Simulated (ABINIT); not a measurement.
An input for ABINIT 10.8.3 (K2Pt (Fm-3m)):

```
acell 3*1.0 Angstrom
rprim 
  -0.000000000000 3.781463140000 3.781463140000
  3.781463140000 -0.000000000000 3.781463140000
  3.781463140000 3.781463140000 -0.000000000000
ntypat 2
znucl 19 78
natom 3
typat 1 1 2
xred 
  0.750000000000 0.750000000000 0.750000000000
  0.250000000000 0.250000000000 0.250000000000
  0.000000000000 0.000000000000 0.000000000000
pp_dirpath "pseudos"
pseudos "K.upf, Pt.upf"
ecut 34
iscf -2
irdden 1
kptopt 0
nkpt 50
kpt 
  0.00000000 0.00000000 0.00000000
  0.06250000 0.00000000 0.06250000
  0.12500000 0.00000000 0.12500000
  0.18750000 0.00000000 0.18750000
  0.25000000 0.00000000 0.25000000
  0.31250000 0.00000000 0.31250000
  0.37500000 0.00000000 0.37500000
  0.43750000 0.00000000 0.43750000
  0.50000000 0.00000000 0.50000000
  0.51562500 0.03125000 0.51562500
  0.53125000 0.06250000 0.53125000
  0.54687500 0.09375000 0.54687500
  0.56250000 0.12500000 0.56250000
  0.57812500 0.15625000 0.57812500
  0.59375000 0.18750000 0.59375000
  0.60937500 0.21875000 0.60937500
  0.62500000 0.25000000 0.62500000
  0.37500000 0.37500000 0.75000000
  0.32812500 0.32812500 0.65625000
  0.28125000 0.28125000 0.56250000
  0.23437500 0.23437500 0.46875000
  0.18750000 0.18750000 0.37500000
  0.14062500 0.14062500 0.28125000
  0.09375000 0.09375000 0.18750000
  0.04687500 0.04687500 0.09375000
  0.00000000 0.00000000 0.00000000
  0.06250000 0.06250000 0.06250000
  0.12500000 0.12500000 0.12500000
  0.18750000 0.18750000 0.18750000
  0.25000000 0.25000000 0.25000000
  0.31250000 0.31250000 0.31250000
  0.37500000 0.37500000 0.37500000
  0.43750000 0.43750000 0.43750000
  0.50000000 0.50000000 0.50000000
  0.50000000 0.46875000 0.53125000
  0.50000000 0.43750000 0.56250000
  0.50000000 0.40625000 0.59375000
  0.50000000 0.37500000 0.62500000
  0.50000000 0.34375000 0.65625000
  0.50000000 0.31250000 0.68750000
  0.50000000 0.28125000 0.71875000
  0.50000000 0.25000000 0.75000000
  0.50000000 0.21875000 0.71875000
  0.50000000 0.18750000 0.68750000
  0.50000000 0.15625000 0.65625000
  0.50000000 0.12500000 0.62500000
  0.50000000 0.09375000 0.59375000
  0.50000000 0.06250000 0.56250000
  0.50000000 0.03125000 0.53125000
  0.50000000 0.00000000 0.50000000
istwfk *1
nband 25
nbdbuf 2
tolwfr 1e-08
nstep 40
prtwf 0
prtvol 0
indata_prefix "in"
outdata_prefix "out"
tmpdata_prefix "tmp"
```

```sh
OMP_NUM_THREADS=1 mpirun -n 4 abinit run.abi > log
```

Estimate wall time and host memory on 4 MPI ranks of Intel Xeon 6975P-C (Granite Rapids), shared host.

It took 69 s; on shared hardware allow 34 s to 2.3 min. Peak host memory was 0.48 GiB.

[Paths, hosts, dates, memory and timing lines, banners, echoed tables and standing remarks are left out of the program output.]

[Logs are printed without paths, hosts, clocks, repeated set-up lines and the standing remarks that a program may print on its own settings, such as how far it seeks lower states.]

[Runs of the session that timed out or met a known fault of the program may be left out.]

[No measured gap is set beside runs whose start may be inverted or whose files or cutoffs have a known fault.]

[Hosts, paths, dates, database ids (printed as entryN), source tags and the programs' standing remarks are cut or masked in the printed files.]

[G0W0 gaps are taken among the corrected bands and points alone; a level outside them can change the order at an edge.]

[Where Ansatz stands beside ABINIT at settings called matched, ABINIT's density can come from a denser mesh and the files from another edition; pairs whose starting gaps differed by over 0.03 eV were left out, so agreement reads better than it is.]
